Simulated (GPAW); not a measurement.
# A Ag chain with one Mg atom in line: relaxation, then transmission at several levels

How well does a Ag chain with one Mg atom in line conduct once its atoms have relaxed, and how much do cheaper levels lose?

Method: GPAW LCAO, PAW setups; relaxation of the junction within the symmetry of its start, lead ends held, in the first sound run; inputs show where later runs differ, in GPAW 26.7.0.

## Step 1: The structure

The cell holds 15 atoms: 14 Ag and 1 Mg. Its edges and angles: a = 9.000 Å, b = 9.000 Å, c = 40.128 Å, α = 90.0°, β = 90.0°, γ = 90.0°. Regions: left lead, 7 atoms (7 Ag); channel, 1 atom (1 Mg); right lead, 7 atoms (7 Ag). Vacuum lies along a and b. The structure is stacked along c, and the current runs across the ab planes.

## Step 2: Relaxation

Transmission follows bond lengths closely, so the atoms between the held lead ends are relaxed first, within whatever symmetry the start has.

run.py

```python
import json
from ase import Atoms
from ase.constraints import FixAtoms
from ase.optimize import BFGS
from gpaw import GPAW, FermiDirac

device = Atoms(
    ['Ag', 'Ag', 'Ag', 'Ag', 'Ag', 'Ag', 'Ag', 'Mg', 'Ag', 'Ag', 'Ag', 'Ag', 'Ag', 'Ag', 'Ag'],
    positions=[
        [4.50000, 4.50000, 1.33000],
        [4.50000, 4.50000, 3.99000],
        [4.50000, 4.50000, 6.65000],
        [4.50000, 4.50000, 9.31000],
        [4.50000, 4.50000, 11.97000],
        [4.50000, 4.50000, 14.63000],
        [4.50000, 4.50000, 17.29000],
        [4.50000, 4.50000, 20.06420],
        [4.50000, 4.50000, 22.83840],
        [4.50000, 4.50000, 25.49840],
        [4.50000, 4.50000, 28.15840],
        [4.50000, 4.50000, 30.81840],
        [4.50000, 4.50000, 33.47840],
        [4.50000, 4.50000, 36.13840],
        [4.50000, 4.50000, 38.79840]],
    cell=[[9.0, 0.0, 0.0], [0.0, 9.0, 0.0], [0.0, 0.0, 40.1284]],
    pbc=True)

device.set_constraint(FixAtoms([0, 1, 2, 3, 4, 5, 9, 10, 11, 12, 13, 14]))
device.calc = GPAW(mode='lcao', basis='dzp', xc='PBE', h=0.18,
                   kpts={'size': (1, 1, 2), 'gamma': True},
                   symmetry={'tolerance': 1e-3, 'extra_ids': [1, 1, 1, 1, 1, 1, 0, 0, 0, 1, 1, 1, 1, 1, 1]},
                   occupations=FermiDirac(0.1), maxiter=250,
                   mixer=dict(beta=0.1, nmaxold=8, weight=100.0),
                   convergence=dict(density=0.0001), txt='relax.txt')
path = []
opt = BFGS(device, maxstep=0.15)
opt.attach(lambda: path.append((device.get_potential_energy(), device.positions.tolist(), device.get_forces().tolist())))
relaxed = bool(opt.run(fmax=0.05, steps=50))
json.dump(dict(relaxed=relaxed, path=path, positions=device.positions.tolist(), moments=device.get_magnetic_moments().tolist(),
               forces=device.get_forces(apply_constraint=False).tolist()), open('result.json', 'w'))
```

Launch:

```
$ OMP_NUM_THREADS=1 OPENBLAS_NUM_THREADS=1 python run.py
```

Log:

```text
Step          Energy          fmax
BFGS:    0      -13.319679        0.368552
BFGS:    1      -13.323402        0.337128
BFGS:    2      -13.345480        0.065167
BFGS:    3      -13.346397        0.016109
```

Elapsed: 5.4 min, on 1 thread of Arm Neoverse V1, shared host; peak memory 2 GiB.

Relaxation path:

| step | energy less that of the first step (eV) | largest force (eV/Å) |
| --- | --- | --- |
| 1 | 0.0000 | 0.3686 |
| 2 | -0.0037 | 0.3371 |
| 3 | -0.0259 | 0.0652 |
| 4 | -0.0268 | 0.0161 |

The atoms that moved most (Å):

| atom | dx | dy | dz | length |
| --- | --- | --- | --- | --- |
| Ag7 | 0.000 | 0.000 | 0.075 | 0.075 |
| Ag9 | 0.000 | 0.000 | -0.075 | 0.075 |

The relaxation lowered the energy of the cell by 0.0268 eV (energies extrapolated to zero smearing; the optimiser's log prints free energies). The largest force left on a free atom is 0.016 eV/Å.

## Step 3: Double-zeta polarised basis

Localised orbitals split the wire into layers that couple to their neighbours alone, which is what the Green's function method needs; double zeta with polarisation is the usual level for numbers.

This step: GPAW LCAO, PAW setups; Landauer transmission from Green's functions with principal layers (ASE), zero bias (GPAW 26.7.0).

run.py

```python
import json
import numpy as np
from ase import Atoms
from ase.transport.calculators import TransportCalculator
from gpaw import GPAW, FermiDirac
from gpaw.lcao.tools import get_lcao_hamiltonian
from scipy.linalg import eigh

# The junction with lead layers at both ends, along the third cell vector
device = Atoms(
    ['Ag', 'Ag', 'Ag', 'Ag', 'Ag', 'Ag', 'Ag', 'Mg', 'Ag', 'Ag', 'Ag', 'Ag', 'Ag', 'Ag', 'Ag'],
    positions=[
        [4.50000, 4.50000, 1.33000],
        [4.50000, 4.50000, 3.99000],
        [4.50000, 4.50000, 6.65000],
        [4.50000, 4.50000, 9.31000],
        [4.50000, 4.50000, 11.97000],
        [4.50000, 4.50000, 14.63000],
        [4.50000, 4.50000, 17.36529],
        [4.50000, 4.50000, 20.06420],
        [4.50000, 4.50000, 22.76311],
        [4.50000, 4.50000, 25.49840],
        [4.50000, 4.50000, 28.15840],
        [4.50000, 4.50000, 30.81840],
        [4.50000, 4.50000, 33.47840],
        [4.50000, 4.50000, 36.13840],
        [4.50000, 4.50000, 38.79840]],
    cell=[[9.0, 0.0, 0.0], [0.0, 9.0, 0.0], [0.0, 0.0, 40.1284]],
    pbc=True)

# One principal layer of the lead: the first 4 atoms of the device
lead = Atoms(
    ['Ag', 'Ag', 'Ag', 'Ag'],
    positions=[
        [4.50000, 4.50000, 1.33000],
        [4.50000, 4.50000, 3.99000],
        [4.50000, 4.50000, 6.65000],
        [4.50000, 4.50000, 9.31000]],
    cell=[[9.0, 0.0, 0.0], [0.0, 9.0, 0.0], [0.0, 0.0, 10.64]],
    pbc=True)

settings = dict(mode='lcao', basis='dzp', xc='PBE', h=0.2,
                occupations=FermiDirac(0.1), maxiter=250,
                mixer=dict(beta=0.1, nmaxold=8, weight=100.0),
                convergence=dict(density=0.0001))
energies = np.arange(-2, 2 + 1e-9, 0.025)
eta = 0.0001
n1, n2 = 1, 1
# k and -k transmit alike, so half of the mesh across the current serves
mesh = [(i, j) for i in range(n1) for j in range(n2) if (i, j) <= (-i % n1, -j % n2)]
weights = np.array([1 if (i, j) == (-i % n1, -j % n2) else 2 for i, j in mesh]) / (n1 * n2)

# [... helper functions left out ...]
fermi_lead = ground_state(lead, (1, 1, 11), 'lead.txt')
fermi_device = ground_state(device, (1, 1, 2), 'device.txt')
# [... loop over the mesh left out, but for ...]
        # Shift the lead onto the potential of the device's first layer
        shift = ((H[:, 0, 0] - H0[:, 0, 0]) / S0[0, 0]).real.mean()
# [...]
kT = 8.617333e-5 * 300
bias = [0.1, 0.2, 0.5, 1.0, 1.5, 2.0]
# [... integrals and printing left out ...]
```

Log:

```text
basis functions: device 397, principal layer 108
Fermi level: lead -3.7843 eV, device -3.6371 eV; lead shifted by -0.0001 eV
largest coupling past the next layer 3.56e-05 eV, largest misfit of the first layer 0.022 eV
  E-E_F (eV)   T (one spin)  channels
    -2.000    3.7209e-02    3.0000
    -1.975    3.8664e-02    3.0000
    -1.950    4.1126e-02    3.0000
    -1.925    4.5192e-02    3.0000
    -1.900    5.2065e-02    3.0000
    -1.875    6.4492e-02    3.0000
    -1.850    9.0106e-02    3.0000
    -1.825    1.5763e-01    3.0000
    -1.800    4.4323e-01    3.0000
    -1.775    7.5680e-01    1.0000
    -1.750    1.0619e-01    1.0000
    -1.725    2.4655e-02    1.0000
    -1.700    7.7142e-03    1.0000
    -1.675    2.6888e-03    1.0000
    -1.650    9.2323e-04    1.0000
    -1.625    2.5413e-04    1.0000
[...]
1.825    9.0335e-01    1.0000
     1.850    9.0203e-01    1.0000
     1.875    9.0067e-01    1.0000
     1.900    8.9925e-01    1.0000
     1.925    8.9778e-01    1.0000
     1.950    8.9625e-01    1.0000
     1.975    8.9465e-01    1.0000
     2.000    8.9299e-01    1.0000
conductance at 300 K: 0.96857 G0 a cell; thermopower 0.3275 uV/K
current from the zero-bias T(E) at 0.1 V: 7.5041 uA
current from the zero-bias T(E) at 0.2 V: 15.006 uA
current from the zero-bias T(E) at 0.5 V: 37.476 uA
current from the zero-bias T(E) at 1.0 V: 74.794 uA
current from the zero-bias T(E) at 1.5 V: 112.08 uA
current from the zero-bias T(E) at 2.0 V: 149.03 uA
```

The job ended after 3.3 min (1 thread; peak memory 1.4 GiB).

This step gave:

- conductance: 0.9686 G₀
- largest coupling past the next principal layer: 3.56e-5 eV
- largest misfit of the first principal layer: 0.02156 eV
- shift that aligns the lead: -7.58e-5 eV
- basis functions of the junction: 397
- basis functions of a principal layer: 108
- transmission at the Fermi level (one spin): 0.9687
- open channels of the lead at the Fermi level (one spin): 1

One spin. The transmission, zone mean by energy, zero at the Fermi level:

| energy (eV) | transmission, zone mean |
| --- | --- |
| -2.000 | 0.0372 |
| -1.800 | 0.443 |
| -1.775 | 0.757 |
| -1.600 | 2.6e-8 |
| -1.400 | 1.4e-8 |
| -1.200 | 1.5e-8 |
| -1.000 | 0.986 |
| -0.850 | 0.995 |
| -0.800 | 0.994 |
| -0.600 | 0.988 |
| -0.400 | 0.980 |
| -0.200 | 0.975 |
| 0.000 | 0.969 |
| 0.200 | 0.958 |
| 0.400 | 0.945 |
| 0.600 | 0.936 |
| 0.800 | 0.932 |
| 1.000 | 0.929 |
| 1.200 | 0.925 |
| 1.400 | 0.920 |
| 1.600 | 0.913 |
| 1.800 | 0.905 |
| 2.000 | 0.893 |

Crossings of the lead's bands, unfolded to its shortest repeat. Open channels, zone mean against energy, zero at the Fermi level:

energy (eV), open channels, zone mean and a bar:
```
   -2.000       3.00 ##############################
   -1.800       3.00 ##############################
   -1.600       0.00 
   -1.400       0.00 
   -1.200       0.00 
   -1.000       1.00 ##########
   -0.800       1.00 ##########
   -0.600       1.00 ##########
   -0.400       1.00 ##########
   -0.200       1.00 ##########
    0.000       1.00 ##########
    0.200       1.00 ##########
    0.400       1.00 ##########
    0.600       1.00 ##########
    0.800       1.00 ##########
    1.000       1.00 ##########
    1.200       1.00 ##########
    1.400       1.00 ##########
    1.600       1.00 ##########
    1.800       1.00 ##########
    2.000       1.00 ##########
```

Not self-consistent under bias; the bias window is split evenly. Table of current through one cell, from the zero-bias transmission by bias:

| bias (V) | current through one cell, from the zero-bias transmission (μA) |
| --- | --- |
| 0.100 | 7.50 |
| 0.200 | 15.0 |
| 0.500 | 37.5 |
| 1.000 | 74.8 |
| 1.500 | 112 |
| 2.000 | 149 |

The transmission of the three most open eigenchannels by energy, zero at the Fermi level:

| energy (eV) | channel 1 | channel 2 | channel 3 |
| --- | --- | --- | --- |
| -2.000 | 0.0360 | 6.0e-4 | 6.0e-4 |
| -1.900 | 0.0515 | 2.7e-4 | 2.7e-4 |
| -1.800 | 0.443 | 4.3e-5 | 4.3e-5 |
| -1.700 | 0.00771 | 1.2e-8 | 1.1e-12 |
| -1.600 | 1.3e-8 | 1.3e-8 | 1.0e-12 |
| -1.500 | 1.4e-8 | 1.2e-12 | 0 |
| -1.400 | 1.4e-8 | 1.1e-12 | 0 |
| -1.300 | 1.4e-8 | 0 | 0 |
| -1.200 | 1.5e-8 | 0 | 0 |
| -1.100 | 1.2e-6 | 5.6e-10 | 5.5e-10 |
| -1.000 | 0.986 | 3.3e-10 | 1.1e-10 |
| -0.900 | 0.994 | 7.5e-9 | 0 |
| -0.800 | 0.994 | 9.6e-9 | 0 |
| -0.700 | 0.992 | 1.0e-8 | 1.1e-12 |
| -0.600 | 0.988 | 1.1e-8 | 1.1e-12 |
| -0.500 | 0.984 | 1.1e-8 | 1.1e-12 |
| -0.400 | 0.980 | 1.1e-8 | 1.1e-12 |
| -0.300 | 0.977 | 1.1e-8 | 1.1e-12 |
| -0.200 | 0.975 | 1.1e-8 | 1.1e-12 |
| -0.100 | 0.972 | 1.1e-8 | 1.1e-12 |
| 0.000 | 0.969 | 1.1e-8 | 1.1e-12 |
| 0.100 | 0.964 | 1.1e-8 | 1.1e-12 |
| 0.200 | 0.958 | 1.1e-8 | 1.1e-12 |
| 0.300 | 0.951 | 1.1e-8 | 1.1e-12 |
| 0.400 | 0.945 | 1.1e-8 | 1.1e-12 |
| 0.500 | 0.940 | 1.1e-8 | 1.1e-12 |
| 0.600 | 0.936 | 1.1e-8 | 1.1e-12 |
| 0.700 | 0.934 | 1.1e-8 | 1.1e-12 |
| 0.800 | 0.932 | 1.1e-8 | 1.1e-12 |
| 0.900 | 0.930 | 1.1e-8 | 1.1e-12 |
| 1.000 | 0.929 | 1.1e-8 | 1.1e-12 |
| 1.100 | 0.927 | 1.1e-8 | 1.1e-12 |
| 1.200 | 0.925 | 1.1e-8 | 1.1e-12 |
| 1.300 | 0.923 | 1.1e-8 | 1.0e-12 |
| 1.400 | 0.920 | 1.1e-8 | 1.0e-12 |
| 1.500 | 0.917 | 1.1e-8 | 1.0e-12 |
| 1.600 | 0.913 | 1.0e-8 | 1.0e-12 |
| 1.700 | 0.909 | 1.0e-8 | 1.0e-12 |
| 1.800 | 0.905 | 1.0e-8 | 1.0e-12 |
| 1.900 | 0.899 | 1.0e-8 | 0 |
| 2.000 | 0.893 | 9.8e-9 | 0 |

Couplings past the next layer reach 3.6e-5 eV, small enough to drop; the matrix elements of the cell's first layer differ from the bulk lead's by up to 0.022 eV. That layer keeps its own values in the calculation, and only beyond it is the lead taken as perfect. The Fermi levels of lead and junction count from different zeros of potential, one for each periodic cell; with both set to zero, the small remaining shift is what aligns them. By hand: G = 0.9686 × 77.48 μS = 75.0 μS, a resistance of 13.3 kΩ; at 0.1 V a linear junction would pass 7.50 μA, and the integral over the bias window gives 7.50 μA.

## Step 4: Single-zeta polarised basis

One radial function a shell plus polarisation makes the matrices smaller; the question is what that costs.

Edit run.py of step 3 so:

```diff
@@ -41,3 +41,3 @@
 
-settings = dict(mode='lcao', basis='dzp', xc='PBE', h=0.2,
+settings = dict(mode='lcao', basis='szp(dzp)', xc='PBE', h=0.2,
                 occupations=FermiDirac(0.1), maxiter=250,
```

Log:

```text
basis functions: device 221, principal layer 60
Fermi level: lead -3.7331 eV, device -3.5975 eV; lead shifted by 0.0006 eV
largest coupling past the next layer 3.56e-05 eV, largest misfit of the first layer 0.021 eV
  E-E_F (eV)   T (one spin)  channels
    -2.000    6.1833e-02    3.0000
    -1.975    6.4181e-02    3.0000
    -1.950    6.8110e-02    3.0000
    -1.925    7.4468e-02    3.0000
    -1.900    8.4857e-02    3.0000
    -1.875    1.0266e-01    3.0000
    -1.850    1.3610e-01    3.0000
    -1.825    2.0987e-01    3.0000
    -1.800    4.2010e-01    3.0000
    -1.775    9.6541e-01    3.0000
    -1.750    3.9751e-01    3.0000
    -1.725    9.4201e-02    1.0000
    -1.700    2.9786e-02    1.0000
    -1.675    1.1107e-02    1.0000
    -1.650    4.4154e-03    1.0000
    -1.625    1.6963e-03    1.0000
[...]
1.825    9.0554e-01    1.0000
     1.850    9.0410e-01    1.0000
     1.875    9.0261e-01    1.0000
     1.900    9.0107e-01    1.0000
     1.925    8.9948e-01    1.0000
     1.950    8.9783e-01    1.0000
     1.975    8.9611e-01    1.0000
     2.000    8.9434e-01    1.0000
conductance at 300 K: 0.97345 G0 a cell; thermopower 0.2949 uV/K
current from the zero-bias T(E) at 0.1 V: 7.5419 uA
current from the zero-bias T(E) at 0.2 V: 15.082 uA
current from the zero-bias T(E) at 0.5 V: 37.668 uA
current from the zero-bias T(E) at 1.0 V: 75.183 uA
current from the zero-bias T(E) at 1.5 V: 112.66 uA
current from the zero-bias T(E) at 2.0 V: 149.78 uA
```

Wall time 2 min (1 thread); peak memory 1.4 GiB.

Numbers from this step:

* conductance: 0.9735 G₀
* largest misfit of the first principal layer: 0.02058 eV
* shift that aligns the lead: 5.78e-4 eV
* basis functions of the junction: 221
* basis functions of a principal layer: 60
* transmission at the Fermi level (one spin): 0.9736

One spin. Transmission, zone mean against energy, zero at the Fermi level:

| energy (eV) | transmission, zone mean |
| --- | --- |
| -2.000 | 0.0618 |
| -1.800 | 0.420 |
| -1.775 | 0.965 |
| -1.600 | 4.8e-4 |
| -1.400 | 4.0e-8 |
| -1.200 | 4.3e-8 |
| -1.000 | 0.990 |
| -0.800 | 0.996 |
| -0.600 | 0.991 |
| -0.400 | 0.983 |
| -0.200 | 0.979 |
| 0.000 | 0.974 |
| 0.200 | 0.964 |
| 0.400 | 0.952 |
| 0.600 | 0.943 |
| 0.800 | 0.938 |
| 1.000 | 0.934 |
| 1.200 | 0.930 |
| 1.400 | 0.924 |
| 1.600 | 0.917 |
| 1.800 | 0.907 |
| 2.000 | 0.894 |

Crossings of the lead's bands, unfolded to its shortest repeat. Open channels, zone mean against energy, zero at the Fermi level:

| energy (eV) | open channels, zone mean |
| --- | --- |
| -2.000 | 3 |
| -1.900 | 3 |
| -1.800 | 3 |
| -1.700 | 1 |
| -1.600 | 1 |
| -1.500 | 0 |
| -1.400 | 0 |
| -1.300 | 0 |
| -1.200 | 0 |
| -1.100 | 0 |
| -1.000 | 1 |
| -0.900 | 1 |
| -0.800 | 1 |
| -0.700 | 1 |
| -0.600 | 1 |
| -0.500 | 1 |
| -0.400 | 1 |
| -0.300 | 1 |
| -0.200 | 1 |
| -0.100 | 1 |
| 0.000 | 1 |
| 0.100 | 1 |
| 0.200 | 1 |
| 0.300 | 1 |
| 0.400 | 1 |
| 0.500 | 1 |
| 0.600 | 1 |
| 0.700 | 1 |
| 0.800 | 1 |
| 0.900 | 1 |
| 1.000 | 1 |
| 1.100 | 1 |
| 1.200 | 1 |
| 1.300 | 1 |
| 1.400 | 1 |
| 1.500 | 1 |
| 1.600 | 1 |
| 1.700 | 1 |
| 1.800 | 1 |
| 1.900 | 1 |
| 2.000 | 1 |

Not self-consistent under bias; the bias window is split evenly. Table of current through one cell, from the zero-bias transmission by bias:

| bias (V) | current through one cell, from the zero-bias transmission (μA) |
| --- | --- |
| 0.100 | 7.54 |
| 0.200 | 15.1 |
| 0.500 | 37.7 |
| 1.000 | 75.2 |
| 1.500 | 113 |
| 2.000 | 150 |

The transmission of the three most open eigenchannels by energy, zero at the Fermi level:

| energy (eV) | channel 1 | channel 2 | channel 3 |
| --- | --- | --- | --- |
| -2.000 | 0.0600 | 9.0e-4 | 9.0e-4 |
| -1.900 | 0.0839 | 4.9e-4 | 4.9e-4 |
| -1.800 | 0.420 | 1.5e-4 | 1.5e-4 |
| -1.700 | 0.0298 | 3.8e-8 | 0 |
| -1.600 | 4.8e-4 | 3.7e-8 | 0 |
| -1.500 | 4.0e-8 | 0 | 0 |
| -1.400 | 4.0e-8 | 0 | 0 |
| -1.300 | 4.1e-8 | 0 | 0 |
| -1.200 | 4.3e-8 | 0 | 0 |
| -1.100 | 2.8e-8 | 1.8e-8 | 0 |
| -1.000 | 0.990 | 1.8e-8 | 0 |
| -0.900 | 0.995 | 3.2e-8 | 0 |
| -0.800 | 0.996 | 3.4e-8 | 0 |
| -0.700 | 0.995 | 3.6e-8 | 0 |
| -0.600 | 0.991 | 3.6e-8 | 0 |
| -0.500 | 0.987 | 3.7e-8 | 0 |
| -0.400 | 0.983 | 3.7e-8 | 0 |
| -0.300 | 0.981 | 3.8e-8 | 0 |
| -0.200 | 0.979 | 3.8e-8 | 0 |
| -0.100 | 0.977 | 3.8e-8 | 0 |
| 0.000 | 0.974 | 3.9e-8 | 0 |
| 0.100 | 0.969 | 3.9e-8 | 0 |
| 0.200 | 0.964 | 3.9e-8 | 0 |
| 0.300 | 0.958 | 3.9e-8 | 0 |
| 0.400 | 0.952 | 3.9e-8 | 0 |
| 0.500 | 0.947 | 4.0e-8 | 0 |
| 0.600 | 0.943 | 4.0e-8 | 0 |
| 0.700 | 0.940 | 4.0e-8 | 0 |
| 0.800 | 0.938 | 4.0e-8 | 0 |
| 0.900 | 0.936 | 4.0e-8 | 0 |
| 1.000 | 0.934 | 4.0e-8 | 0 |
| 1.100 | 0.932 | 4.0e-8 | 0 |
| 1.200 | 0.930 | 4.0e-8 | 0 |
| 1.300 | 0.927 | 4.0e-8 | 0 |
| 1.400 | 0.924 | 4.0e-8 | 0 |
| 1.500 | 0.921 | 4.0e-8 | 0 |
| 1.600 | 0.917 | 4.0e-8 | 0 |
| 1.700 | 0.912 | 4.0e-8 | 0 |
| 1.800 | 0.907 | 4.0e-8 | 0 |
| 1.900 | 0.901 | 4.0e-8 | 0 |
| 2.000 | 0.894 | 4.0e-8 | 0 |

The conductance, 0.973 G₀, lies 0.5 % above that of the dzp run.

## Step 5: GPAW, sz: basis = "sz(dzp)"

The minimal basis is the cheapest rung: no second zeta and no polarisation.

Edit run.py of step 4 so:

```diff
@@ -41,3 +41,3 @@
 
-settings = dict(mode='lcao', basis='szp(dzp)', xc='PBE', h=0.2,
+settings = dict(mode='lcao', basis='sz(dzp)', xc='PBE', h=0.2,
                 occupations=FermiDirac(0.1), maxiter=250,
```

Log:

```text
basis functions: device 176, principal layer 48
Fermi level: lead -3.7330 eV, device -3.6108 eV; lead shifted by 0.0012 eV
largest coupling past the next layer 3.59e-05 eV, largest misfit of the first layer 0.020 eV
  E-E_F (eV)   T (one spin)  channels
    -2.000    1.2780e-01    3.0000
    -1.975    1.3506e-01    3.0000
    -1.950    1.4625e-01    3.0000
[...]
1.975    9.0106e-01    1.0000
     2.000    8.9935e-01    1.0000
conductance at 300 K: 0.97231 G0 a cell; thermopower 0.3019 uV/K
current from the zero-bias T(E) at 0.1 V: 7.5331 uA
current from the zero-bias T(E) at 0.2 V: 15.064 uA
current from the zero-bias T(E) at 0.5 V: 37.625 uA
current from the zero-bias T(E) at 1.0 V: 75.096 uA
current from the zero-bias T(E) at 1.5 V: 112.52 uA
current from the zero-bias T(E) at 2.0 V: 149.54 uA
```

Elapsed: 85 s, on 1 thread; peak memory 1.3 GiB.

This step gave:

```
conductance                                    : 0.9723 G₀
largest coupling past the next principal layer : 3.59e-5 eV
largest misfit of the first principal layer    : 0.01956 eV
shift that aligns the lead                     : 0.001194 eV
basis functions of the junction                : 176
basis functions of a principal layer           : 48
transmission at the Fermi level (one spin)     : 0.9725
```

The conductance, 0.972 G₀, lies 0.4 % above that of the dzp run.

## Step 6: RPBE in the dzp basis: xc = "RPBE"

Back in the dzp basis, the functional changes from PBE to RPBE, to set the spread between functionals beside that between bases.

Edit run.py of step 5 so:

```diff
@@ -41,3 +41,3 @@
 
-settings = dict(mode='lcao', basis='sz(dzp)', xc='PBE', h=0.2,
+settings = dict(mode='lcao', basis='dzp', xc='RPBE', h=0.2,
                 occupations=FermiDirac(0.1), maxiter=250,
```

Log:

```text
basis functions: device 397, principal layer 108
Fermi level: lead -3.6149 eV, device -3.4734 eV; lead shifted by 0.0002 eV
largest coupling past the next layer 3.60e-05 eV, largest misfit of the first layer 0.021 eV
  E-E_F (eV)   T (one spin)  [channel counts left out]
    -2.000    2.9146e-02
    -1.975    3.0665e-02
    -1.950    3.3275e-02
[...]
1.975    8.8777e-01
     2.000    8.8617e-01
conductance at 300 K: 0.96456 G0 a cell; thermopower 0.3702 uV/K
current from the zero-bias T(E) at 0.1 V: 7.4729 uA
current from the zero-bias T(E) at 0.2 V: 14.943 uA
current from the zero-bias T(E) at 0.5 V: 37.316 uA
current from the zero-bias T(E) at 1.0 V: 74.46 uA
current from the zero-bias T(E) at 1.5 V: 111.58 uA
current from the zero-bias T(E) at 2.0 V: 148.52 uA
```

Elapsed: 2.7 min, on 1 thread; peak memory 1.4 GiB.

Numbers from this step:

```yaml
conductance: 0.9646 G₀
largest_coupling_past_the_next_principal_layer: 3.60e-5 eV
largest_misfit_of_the_first_principal_layer: 0.02062 eV
shift_that_aligns_the_lead: 1.77e-4 eV
basis_functions_of_the_junction: 397
basis_functions_of_a_principal_layer: 108
transmission_at_the_fermi_level_one_spin: 0.9647
```

The conductance, 0.965 G₀, lies 0.4 % below that of the dzp run.

(Continued in part 2 of 2.)

[Logs are printed without paths, hosts, clocks, repeated set-up lines and the standing remarks that a program may print on its own settings, such as how far it seeks lower states.]

[Hosts, paths, dates, database ids (printed as entryN), source tags and the programs' standing remarks are cut or masked in the printed files.]
